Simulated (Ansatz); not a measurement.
# AlN (P6_3mc): zone-centre modes under pressure

Wanted: Grüneisen parameters and pressure coefficients of the modes of AlN (P6_3mc).

Calculated with Ansatz 0.2.0; DFT PBE, scalar-relativistic, plane waves, PAW; PAW set soft_1.

The database entry behind the starting cell differs from later determinations by our own check (inner coordinate u about 0.002 short), so it need not match the best structure at ambient conditions.

**1. Set-up**

It takes space group P6_3mc (No. 186, hexagonal). Conventional cell: a = 3.113 Å, b = 3.113 Å, c = 4.981 Å, α = 90.00°, β = 90.00°, γ = 120.00°. N has 4 Al at 1.89 Å nearest. Al has 4 N at 1.89 Å nearest. Farther neighbours and most contacts between anions are not listed.

**2. Relaxation**

The cell and atoms are relaxed, since residual forces and stress would shift the frequencies.

File input.yaml:

```yaml
crystal:
  lattice:
    - [3.113, 0.0, 0.0]
    - [-1.5565, 2.695937082, 0.0]
    - [0.0, 0.0, 4.981]
  atoms:
    - { symbol: "N", position: [0.33333333, 0.66666667, 0.38] }
    - { symbol: "N", position: [0.66666667, 0.33333333, 0.88] }
    - { symbol: Al, position: [0.33333333, 0.66666667, 0.0] }
    - { symbol: Al, position: [0.66666667, 0.33333333, 0.5] }
kpoints:
  mp_grid: { grid: [9, 9, 6] }
hamiltonian:
  xc: pbe
  pseudopotentials: { kind: paw, azcp: { folder: soft_1 } }
scf:
  occupations: { method: gaussian, width: 0.02 }
output:
  forces: true
  stress: true
  eigenvalues: true
relax:
  adjacent_minimum: "off"
  f_tol: 0.005
  max_steps: 80
  cell: { stress_tol: 0.05 }
```

Command:

```
$ ansatz run input.yaml --threads 4 --pin off --max-ram 16384MiB --backend cpu --events-out ev --progress --plain --runs-dir out
```

Numbers of over 12 decimals in the logs are rounded to 6 here.

The program printed:

```text
Engine: ansatz 0.2.0, aarch64-unknown-linux-gnu
Pseudopotentials: kind: paw
Pseudopotential: N, paw, valence charge 5, recommended cutoff 420 eV (normal), soft_1/N.paw.azcp
Pseudopotential: Al, paw, valence charge 3, recommended cutoff 420 eV (normal), soft_1/Al.paw.azcp
Functional definition: PBE
  parameter kappa = 0.804
  parameter beta = 0.066725
  exchange = pbe_x(kappa = kappa, mu = beta*pi^2/3)
  correlation = pbe_c(beta = beta)
Crystal: 4 atoms, lattice volume = 41.803 Å³
Basis set: ecut = 420 eV, 809 PW (Γ), exchange–correlation on 48×48×72 points (8 copies of the dense FFT grid, shifted against one another)
Bands: 12, of which v1, the nominal top of the filled ones, is band 8 counted from 1 (7 counted from 0)
Symmetry: 12 space group operations
Space group: P63mc (ITA 186), of the structure as read, at distance tolerance 3.5e-5 Å
k-points: 48 of 486 (time reversal used)
Non-local potential: N, projectors of the file, l = 0: 2, l = 1: 2, l = 2: 1
Non-local potential: Al, projectors of the file, l = 0: 2, l = 1: 2, l = 2: 1
PAW form: soft (Blöchl's): semilocal exchange-correlation on the pseudo side does not see the compensation charge
PAW one-centre angular grid: N, 110 points (default); XC on 64 Gauss nodes
PAW one-centre angular grid: Al, 110 points (default); XC on 64 Gauss nodes
Initial density: superposition of atomic densities (chi_scale 0.1, normalization cell, long waves kept (reshape's long-wave potential 0.00 eV rms))
Initial wavefunctions: pseudopotential atomic-orbital guess
Functional: x = pbe(κ = 0.804, μ = 0.219515), c = pbe(β = 0.066725)
SCF iter   1: F=—  HF=-1851.407675 eV  |F-HF|=—  |Δ(HF+E_count)|=         —  Δρ=1.39e-1  dr2=9.83e0  ethr=3.10e-3  ⟨swp⟩=5.7  Hψ=3598  notcnv=0
preconditioner: auto → none  [insulator: Δε(μ)=5.473 eV  Ē_g=14.253 eV  σ=0.020 eV  W_gap=1.00  n_scr=2 (ndim 8)  ℏωp=23.0 eV  f_vac=0.000  D(μ)=0.00/eV (n_scr^D=0)  ε∞_Penn≈3.6]
SCF iter   2: F=—  HF=-1848.598498 eV  |F-HF|=—  |Δ(HF+E_count)|=    2.81e0  Δρ=3.59e-2  dr2=3.98e-1  ethr=3.10e-3  ⟨swp⟩=2.9  Hψ=1684  notcnv=0
SCF iter   3: F=—  HF=-1848.515090 eV  |F-HF|=—  |Δ(HF+E_count)|=   8.34e-2  Δρ=1.39e-2  dr2=4.80e-2  ethr=2.49e-3  ⟨swp⟩=1.0  Hψ=664  notcnv=0
SCF iter   4: F=—  HF=-1848.509520 eV  |F-HF|=—  |Δ(HF+E_count)|=   5.57e-3  Δρ=5.40e-4  dr2=6.22e-5  ethr=3.00e-4  ⟨swp⟩=2.0  Hψ=778  notcnv=0
SCF iter   5: F=—  HF=-1848.509552 eV  |F-HF|=—  |Δ(HF+E_count)|=   3.22e-5  Δρ=7.03e-5  dr2=6.63e-7  ethr=3.89e-7  ⟨swp⟩=2.0  Hψ=957  notcnv=0
SCF iter   6: F=-1848.509552 eV  HF=-1848.509553 eV  |F-HF|=2.12e-8  |Δ(HF+E_count)|=   6.01e-7  Δρ=8.55e-6  dr2=2.57e-8  ethr=6.25e-10  ⟨swp⟩=5.2  Hψ=3062  notcnv=0
SCF 1 converged in 6 iterations: F = -1848.509552 eV  dr2 = 2.57e-8
  greatest PAW one-centre occupation: 0.789 electrons in one spin orbital (limit 2), on the N atom at site 1 (counted from 0), in its partial waves of l = 0
relax step   1: F+E_penalty+E_count = -1848.50955248 eV  Δ(F+E_penalty+E_count) = +0.000e0 eV  max|allowed force component| = 1.294e-1 eV/Å  Δτ_max = 0.0000 Å  P = +3.637 GPa  Ω = 41.803 Å³  (6 SCF iters, dr2 threshold 1.00e-7 eV, accepted)
Crystal: 4 atoms, lattice volume = 42.180 Å³
Basis set: ecut = 420 eV, 833 PW (Γ), exchange–correlation on 48×48×72 points (8 copies of the dense FFT grid, shifted against one another)
Initial density: handed on by an earlier stage of this run
Initial wavefunctions: those handed on with the density
iter 1 solved again at ethr=1.29e-5 eV; its pass at ethr=3.10e-3 eV (dr2=2.07e-3 eV) is discarded
SCF iter   1: F=—  HF=-1848.516477 eV  |F-HF|=—  |Δ(HF+E_count)|=         —  Δρ=2.08e-3  dr2=2.09e-3  ethr=1.29e-5  ⟨swp⟩=1.0  Hψ=3503  notcnv=0
preconditioner: auto → none  [insulator: Δε(μ)=4.118 eV  Ē_g=13.043 eV  σ=0.020 eV  W_gap=1.00  n_scr=2 (ndim 8)  ℏωp=22.9 eV  f_vac=0.000  D(μ)=0.00/eV (n_scr^D=0)  ε∞_Penn≈4.1]
SCF iter   2: F=—  HF=-1848.515868 eV  |F-HF|=—  |Δ(HF+E_count)|=   6.09e-4  Δρ=3.69e-4  dr2=6.39e-5  ethr=1.29e-5  ⟨swp⟩=2.2  Hψ=1002  notcnv=0
SCF iter   3: F=—  HF=-1848.515841 eV  |F-HF|=—  |Δ(HF+E_count)|=   2.66e-5  Δρ=1.38e-4  dr2=5.74e-6  ethr=4.00e-7  ⟨swp⟩=2.0  Hψ=911  notcnv=0
iter 4 did not close the SCF: its close was put off for the readings that it lacked (scf_convergence_deferred on its scf_iter line)
SCF iter   4: F=-1848.515841 eV  HF=-1848.515841 eV  |F-HF|=9.41e-9  |Δ(HF+E_count)|=   7.00e-7  Δρ=8.13e-6  dr2=1.33e-8  ethr=3.59e-8  ⟨swp⟩=2.1  Hψ=961  notcnv=0
iter 5 did not close the SCF: its close was put off for the readings that it lacked (scf_convergence_deferred on its scf_iter line)
SCF iter   5: F=-1848.515841 eV  HF=-1848.515841 eV  |F-HF|=6.41e-10  |Δ(HF+E_count)|=   1.15e-8  Δρ=1.44e-6  dr2=4.67e-10  ethr=8.30e-11  ⟨swp⟩=2.7  Hψ=982  notcnv=0
SCF iter   6: F=-1848.515841 eV  HF=-1848.515841 eV  |F-HF|=7.50e-12  |Δ(HF+E_count)|=  7.55e-10  Δρ=1.61e-7  dr2=8.97e-12  ethr=2.92e-12  ⟨swp⟩=1.0  Hψ=1700  notcnv=0
SCF 2 converged in 6 iterations: F = -1848.515841 eV  dr2 = 8.97e-12
relax step   2: F+E_penalty+E_count = -1848.51584076 eV  Δ(F+E_penalty+E_count) = -6.288e-3 eV  max|allowed force component| = 9.161e-2 eV/Å  Δτ_max = 0.0007 Å  P = +1.769 GPa  Ω = 42.180 Å³  energy of the carried Pulay correction = -6.155e-4 eV  (6 SCF iters, dr2 threshold 4.00e-7 eV, accepted)
Crystal: 4 atoms, lattice volume = 42.550 Å³
iter 1 solved again at ethr=1.26e-5 eV; its pass at ethr=3.10e-3 eV (dr2=2.02e-3 eV) is discarded
SCF iter   1: F=—  HF=-1848.518459 eV  |F-HF|=—  |Δ(HF+E_count)|=         —  Δρ=2.05e-3  dr2=2.05e-3  ethr=1.26e-5  ⟨swp⟩=1.0  Hψ=3522  notcnv=0
preconditioner: auto → none  [insulator: Δε(μ)=4.034 eV  Ē_g=12.977 eV  σ=0.020 eV  W_gap=1.00  n_scr=2 (ndim 8)  ℏωp=22.8 eV  f_vac=0.000  D(μ)=0.00/eV (n_scr^D=0)  ε∞_Penn≈4.1]
SCF iter   2: F=—  HF=-1848.517859 eV  |F-HF|=—  |Δ(HF+E_count)|=   6.00e-4  Δρ=3.78e-4  dr2=6.56e-5  ethr=1.26e-5  ⟨swp⟩=2.2  Hψ=993  notcnv=0
SCF iter   3: F=—  HF=-1848.517821 eV  |F-HF|=—  |Δ(HF+E_count)|=   3.74e-5  Δρ=1.38e-4  dr2=5.68e-6  ethr=4.10e-7  ⟨swp⟩=2.0  Hψ=916  notcnv=0
iter 4 did not close the SCF: its close was put off for the readings that it lacked (scf_convergence_deferred on its scf_iter line)
SCF iter   4: F=-1848.517821 eV  HF=-1848.517821 eV  |F-HF|=1.04e-8  |Δ(HF+E_count)|=   5.98e-7  Δρ=9.73e-6  dr2=1.97e-8  ethr=3.55e-8  ⟨swp⟩=2.0  Hψ=962  notcnv=0
iter 5 did not close the SCF: its close was put off for the readings that it lacked (scf_convergence_deferred on its scf_iter line)
SCF iter   5: F=-1848.517821 eV  HF=-1848.517821 eV  |F-HF|=1.31e-9  |Δ(HF+E_count)|=   1.27e-8  Δρ=2.17e-6  dr2=1.00e-9  ethr=1.23e-10  ⟨swp⟩=2.9  Hψ=1011  notcnv=0
SCF iter   6: F=-1848.517821 eV  HF=-1848.517821 eV  |F-HF|=1.21e-11  |Δ(HF+E_count)|=   1.52e-9  Δρ=1.73e-7  dr2=1.07e-11  ethr=6.25e-12  ⟨swp⟩=1.0  Hψ=1649  notcnv=0
SCF 3 converged in 6 iterations: F = -1848.517821 eV  dr2 = 1.07e-11
  greatest PAW one-centre occupation: 0.788 electrons in one spin orbital (limit 2), on the N atom at site 0 (counted from 0), in its partial waves of l = 0
relax step   3: F+E_penalty+E_count = -1848.51782064 eV  Δ(F+E_penalty+E_count) = -1.980e-3 eV  max|allowed force component| = 3.108e-2 eV/Å  Δτ_max = 0.0017 Å  P = +0.003 GPa  Ω = 42.550 Å³  energy of the carried Pulay correction = -1.216e-3 eV  (6 SCF iters, dr2 threshold 4.00e-7 eV, accepted)
[...]
relax step   4: F+E_penalty+E_count = -1848.51790367 eV  Δ(F+E_penalty+E_count) = -8.303e-5 eV  max|allowed force component| = 9.602e-4 eV/Å  Δτ_max = 0.0016 Å  P = -0.003 GPa  Ω = 42.548 Å³  energy of the carried Pulay correction = -1.212e-3 eV  (6 SCF iters, dr2 threshold 6.04e-8 eV, accepted)
[...]
relax step   5: F+E_penalty+E_count = -1848.51790668 eV  Δ(F+E_penalty+E_count) = -3.010e-6 eV  max|allowed force component| = 1.270e-4 eV/Å  Δτ_max = 0.0002 Å  P = +0.001 GPa  Ω = 42.548 Å³  energy of the carried Pulay correction = -1.212e-3 eV  (6 SCF iters, dr2 threshold 7.60e-9 eV, accepted)
[...]
relax step   6: F+E_penalty+E_count = -1848.51924370 eV  Δ(F+E_penalty+E_count) = -1.337e-3 eV  max|allowed force component| = 1.574e-4 eV/Å  Δτ_max = 0.0000 Å  P = +0.065 GPa  Ω = 42.548 Å³  stress off target by 6.56e-2 GPa  SCF on the basis re-selected at this cell (its energy is not comparable with the rows above)  (6 SCF iters)
[...]
relax step   7: F+E_penalty+E_count = -1848.51922370 eV  Δ(F+E_penalty+E_count) = +2.000e-5 eV  max|allowed force component| = 4.042e-5 eV/Å  Δτ_max = 0.0000 Å  P = +0.001 GPa  Ω = 42.563 Å³  energy of the carried Pulay correction = -2.291e-5 eV  (6 SCF iters, dr2 threshold 1.08e-8 eV, accepted)
iter 1 solved again at ethr=1.62e-8 eV; its pass at ethr=3.10e-3 eV (dr2=2.59e-6 eV) is discarded
SCF iter   1: F=—  HF=-1848.519282 eV  |F-HF|=—  |Δ(HF+E_count)|=         —  Δρ=7.06e-6  dr2=9.01e-9  ethr=1.62e-8  ⟨swp⟩=3.0  Hψ=5544  notcnv=0
SCF iter   2: F=—  HF=-1848.519259 eV  |F-HF|=—  |Δ(HF+E_count)|=   2.22e-5  Δρ=3.75e-6  dr2=3.10e-9  ethr=5.63e-11  ⟨swp⟩=3.2  Hψ=1179  notcnv=0
SCF iter   3: F=—  HF=-1848.519259 eV  |F-HF|=—  |Δ(HF+E_count)|=  1.04e-10  Δρ=2.49e-6  dr2=1.17e-9  ethr=1.94e-11  ⟨swp⟩=1.0  Hψ=576  notcnv=0
SCF iter   4: F=—  HF=-1848.519259 eV  |F-HF|=—  |Δ(HF+E_count)|=  4.10e-10  Δρ=7.75e-7  dr2=1.05e-10  ethr=7.29e-12  ⟨swp⟩=2.0  Hψ=845  notcnv=0
iter 5 did not close the SCF: its close was put off for the readings that it lacked (scf_convergence_deferred on its scf_iter line)
SCF iter   5: F=-1848.519259 eV  HF=-1848.519259 eV  |F-HF|=0.00e0  |Δ(HF+E_count)|=  5.16e-11  Δρ=1.04e-7  dr2=2.10e-12  ethr=1.00e-12  ⟨swp⟩=2.0  Hψ=851  notcnv=0
SCF iter   6: F=-1848.519259 eV  HF=-1848.519259 eV  |F-HF|=2.27e-13  |Δ(HF+E_count)|=  4.55e-13  Δρ=7.60e-8  dr2=1.09e-12  ethr=1.00e-12  ⟨swp⟩=2.0  Hψ=1727  notcnv=0
SCF 8 converged in 6 iterations: F = -1848.519259 eV  dr2 = 1.09e-12
relax step   8: F+E_penalty+E_count = -1848.51925939 eV  Δ(F+E_penalty+E_count) = -3.569e-5 eV  max|allowed force component| = 4.275e-5 eV/Å  Δτ_max = 0.0000 Å  P = +0.001 GPa  Ω = 42.563 Å³  stress off target by 2.69e-3 GPa  SCF on the basis re-selected at this cell (its energy is not comparable with the rows above)  (6 SCF iters)
basis re-selected at this cell: Δ(F+E_penalty+E_count) = -3.569e-5 eV, ΔP = +0.001 GPa vs the last step (what re-selecting the basis moved, of the pressure what is left beyond the Pulay correction that the steps carried, after the strain that the cell walked since its last selection, with what the two solves' SCF thresholds leave and, on support functions, any second-order correction that the steps lacked; it is no m [...]
SCF converged after 6 iterations
Free energy (F): -1848.519259 eV
Harris-Foulkes:  -1848.519259 eV  (|F-HF|=2.27e-13)
Internal energy: -1848.519259 eV  (E = F + TS)
E sigma→0 (E₀):  -1848.519259 eV
Fermi energy:    8.959649 eV
--- Per-component energies (eV) ---
  E_band       = 27.818806
  E_kinetic    = 311.849865
  E_local      = -424.285306  (includes V_loc(G=0)·N_el)
  E_nonlocal   = 88.821678
  E_hartree    = 156.411238
  E_xc         = -197.684612
  E_vxc        = -213.437074  (∫ρ·V_xc dr)
  E_paw        = -1195.499739  (= ΣΔE_a)
  E_vpaw       = -47.954543  (= ΣTr[D̂ρ^β])
  E_aug_tail   = 0.001714  (compensation charges beyond the density's cutoff)
  E_ewald      = -588.134097
  E_smearing   = -0.000000  (= −TS)
  E_closure    = -0.000000  (closes the sum)
  Σ components = -1848.519259   (vs F -1848.519259, Δ=0.00e0)
--- Forces (eV/Å), atoms counted from 1 ---
  atom   1  N      0.00000000     0.00000000     0.00004267
  atom   2  N      0.00000000    -0.00000000     0.00004267
  atom   3  Al     0.00000000    -0.00000000    -0.00004283
  atom   4  Al     0.00000000     0.00000000    -0.00004283
  max |Σ_I F_I| component: 3.16e-7 eV/Å
--- Stress (GPa, compression-positive) ---
        0.000606      -0.000000      -0.000000
       -0.000000       0.000606       0.000000
       -0.000000       0.000000       0.002694
  P = ⅓ Tr σ = 0.0013 GPa (0.013 kbar)
--- Band table (eV; the first three rows and the last of 48) ---
  k-point 0: bands = [... 4 lower, 6.0988, 6.7376, 6.7376, 6.9405, 10.9788, 13.4577, 17.4008, 17.9756]
  k-point 1: bands = [... 4 lower, 6.1392, 6.3373, 6.6926, 6.6926, 11.4803, 13.5226, 17.2273, 17.9458]
  k-point 2: bands = [... 4 lower, 6.2516, 6.2516, 6.5710, 6.5710, 12.4400, 13.5782, 16.9513, 17.9333]
  k-point 47: bands = [... 4 lower, 3.1625, 3.1625, 6.1551, 6.1551, 14.2950, 14.2950, 14.6557, 14.6557]
--- Relaxed structure (6 steps of the walk, 6 accepted, 2 SCFs on fresh bases) ---
  F+E_penalty+E_count = -1848.51925939 eV   max|allowed force component| = 4.275e-5 eV/Å   (the final SCF, on the basis selected at the relaxed cell)
  cell:  # Å, volume = 42.5625 Å³
    - [3.129771, -6.206692199246257e-19, 0]
    - [-1.564886, 2.710462, 0]
    - [0, 0, 5.017319]
  atoms:
    - { symbol: N, position: [0.333333, 0.666667, 0.380771] }
    - { symbol: N, position: [0.666667, 0.333333, 0.880771] }
    - { symbol: Al, position: [0.333333, 0.666667, -0.00077101] }
    - { symbol: Al, position: [0.666667, 0.333333, 0.499229] }
```

Wall time 10 s (4 threads of Arm Neoverse N1, shared host); peak memory 0.34 GiB.

Relaxation path:

```csv
step,energy less that of the first step (eV),largest force component (eV/Å),pressure (GPa),volume (Å³)
1,0.0000,0.1294,3.64,41.80
2,-0.0063,0.0916,1.77,42.18
3,-0.0083,0.0311,0.00,42.55
4,-0.0084,0.0010,0.00,42.55
5,-0.0084,0.0001,0.00,42.55
6*,-0.0097,0.0002,0.07,42.55
7,-0.0097,0.0000,0.00,42.56
8*,-0.0097,0.0000,0.00,42.56
```

Relaxation steps marked * repeat the geometry before them on a plane-wave basis chosen anew for their cell, so energy and pressure can jump there.

The run keeps the 12 symmetry operations that it works with, so distortions that break them were not tested.

```csv
"conventional cell, symmetrised",before,after,change
a (Å),3.113,3.130,+0.5 %
b (Å),3.113,3.130,+0.5 %
c (Å),4.981,5.017,+0.7 %
volume (Å³/atom),10.45,10.64,+1.8 %
```

The relaxed structure:

```xyz
4
Lattice="3.1298 0.0000 0.0000 -1.5649 2.7105 0.0000 0.0000 0.0000 5.0173" Properties=species:S:1:pos:R:3 pbc="T T T"
N     0.0000    1.8070    1.9104
N     1.5649    0.9035    4.4191
Al    0.0000    1.8070   -0.0039
Al    1.5649    0.9035    2.5048
```

This step gave:

```yaml
pressure: 0.001302 GPa
gap_on_the_k_mesh: 4.038 eV
volume_per_atom: 10.64 Å³
```

In this step the volume went from 10.45 to 10.64 Å³/atom.

**3. Tight relaxation**

Phonons need small forces and stress, so the relaxation is finished with tight tolerances on 9×9×6 k points.

input.yaml, the sections that differ from step 2:

```yaml
crystal:
  lattice:
    - [3.129771474, 0.0, 0.0]
    - [-1.564885737, 2.7104616045, 0.0]
    - [0.0, 0.0, 5.0173186261]
  atoms:
    - { symbol: "N", position: [0.3333333333, 0.6666666667, 0.3807710102] }
    - { symbol: "N", position: [0.6666666667, 0.3333333333, 0.8807710102] }
    - { symbol: Al, position: [0.3333333333, 0.6666666667, -0.0007710102] }
    - { symbol: Al, position: [0.6666666667, 0.3333333333, 0.4992289898] }
scf:
  occupations: { method: fixed }
relax:
  adjacent_minimum: "off"
  f_tol: 0.001
  max_steps: 60
  cell: { stress_tol: 0.01 }
# kpoints, hamiltonian, output: as in step 2
```

The program printed:

```text
[...]
Crystal: 4 atoms, lattice volume = 42.563 Å³
Basis set: ecut = 420 eV, 833 PW (Γ), exchange–correlation on 48×48×72 points (8 copies of the dense FFT grid, shifted against one another)
Bands: 12, of which v1, the nominal top of the filled ones, is band 8 counted from 1 (7 counted from 0)
Symmetry: 12 space group operations
[...]
k-points: 48 of 486 (time reversal used)
[...]
--- Relaxed structure (1 steps of the walk, 1 accepted, 1 SCFs on fresh bases) ---
[...]
cell:  # Å, volume = 42.5625 Å³
    - [3.129771, 0.0, 0.0]
    - [-1.564886, 2.710462, 0.0]
    - [0.0, 0.0, 5.0173186261]
  atoms:
    - { symbol: N, position: [0.333333, 0.666667, 0.380771] }
    - { symbol: N, position: [0.666667, 0.333333, 0.880771] }
    - { symbol: Al, position: [0.333333, 0.666667, -0.00077101] }
    - { symbol: Al, position: [0.666667, 0.333333, 0.4992289898] }
[key lines of the parts left out:]
SCF converged after 7 iterations
Free energy (F): -1848.519259 eV
Fermi energy:    6.940538 eV
P = ⅓ Tr σ = 0.0013 GPa (0.013 kbar)
```

Run time: 3.1 s. Hardware: 4 threads; peak memory 0.33 GiB.

Little changed from the start: no atom moved by 0.005 Å and no cell edge by 0.1 %.

Numbers from this step:

```
pressure : 0.001304 GPa
```

The largest force component left is 0.043 meV/Å and the pressure is 0.001 GPa, within the tolerances set. The cell now holds 10.64 Å³/atom.

[end of part 1 of 3]

[Logs are printed without paths, hosts, clocks, repeated set-up lines and the standing remarks that a program may print on its own settings, such as how far it seeks lower states.]

[Hosts, paths, dates, database ids (printed as entryN), source tags and the programs' standing remarks are cut or masked in the printed files.]
